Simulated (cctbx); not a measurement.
# ZnPbF4 across an absorption edge

Space group I4_1/a (no. 88, origin choice 1), a = 5.4790 Å, b = 5.4790 Å, c = 11.6630 Å, α = 90.00°, β = 90.00°, γ = 90.00°.

| atom | mult. | x | y | z | Ueq (Å²) |
| --- | --- | --- | --- | --- | --- |
| Pb1 | 4 | 0 | 1/2 | 1/4 | 0.0060 |
| Zn1 | 4 | 1/2 | 1/2 | 0 | 0.0091 |
| F1 | 16 | 0.7605 | 0.6594 | 0.0871 | 0.0102 |

This is a model crystal, built by substitution and not relaxed, with assumed displacement parameters.

Calculated with cctbx: free-atom f′ and f″ from the Sasaki tables, no fine structure; amplitudes in electrons.

```
E (eV)  F 0 1 1  F 2 1 1  F 1 1 2  F 2 1 3
  9059    129.4     77.4    360.3    158.9
  9409    131.0     78.9    356.1    160.5
  9539    132.8     80.6    352.9    162.2
  9599    134.6     82.3    350.0    164.0
  9629    136.6     84.2    347.1    165.9
  9644    138.6     86.2    344.2    167.8
  9651    140.4     87.9    341.6    169.6
  9655    142.4     89.9    338.7    171.5
  9663    141.9     89.0    339.6    171.2
  9667    139.7     86.8    342.7    169.0
  9674    137.7     84.9    345.4    167.1
  9689    135.5     82.7    348.4    165.0
  9719    133.2     80.5    351.3    162.8
  9809    130.3     77.6    354.9    159.9
 10059    126.5     73.9    358.7    156.2
```

**Question.** Which edge is crossed, and why do the reflections move as they do?

The K edge of Zn. The edge is at 9659 eV. f′ of Zn falls from -4.0 e at 9539 eV to -7.6 e at 4 eV below it, and f″ steps from 0.49 to 3.89 e across it. Over that approach |F| changes by +7 % (0 1 1), +12 % (2 1 1), -4 % (1 1 2) and +6 % (2 1 3): a reflection falls where Zn scatters in phase with the total and rises where it scatters against it; it hardly moves where the Zn term is small or cancels by symmetry. Above the edge the larger f″ enters the imaginary part, where it can add to or cancel the other atoms' f″. The structure is centrosymmetric, so Friedel mates stay equal.

[Logs are printed without paths, hosts, clocks, repeated set-up lines and the standing remarks that a program may print on its own settings, such as how far it seeks lower states.]
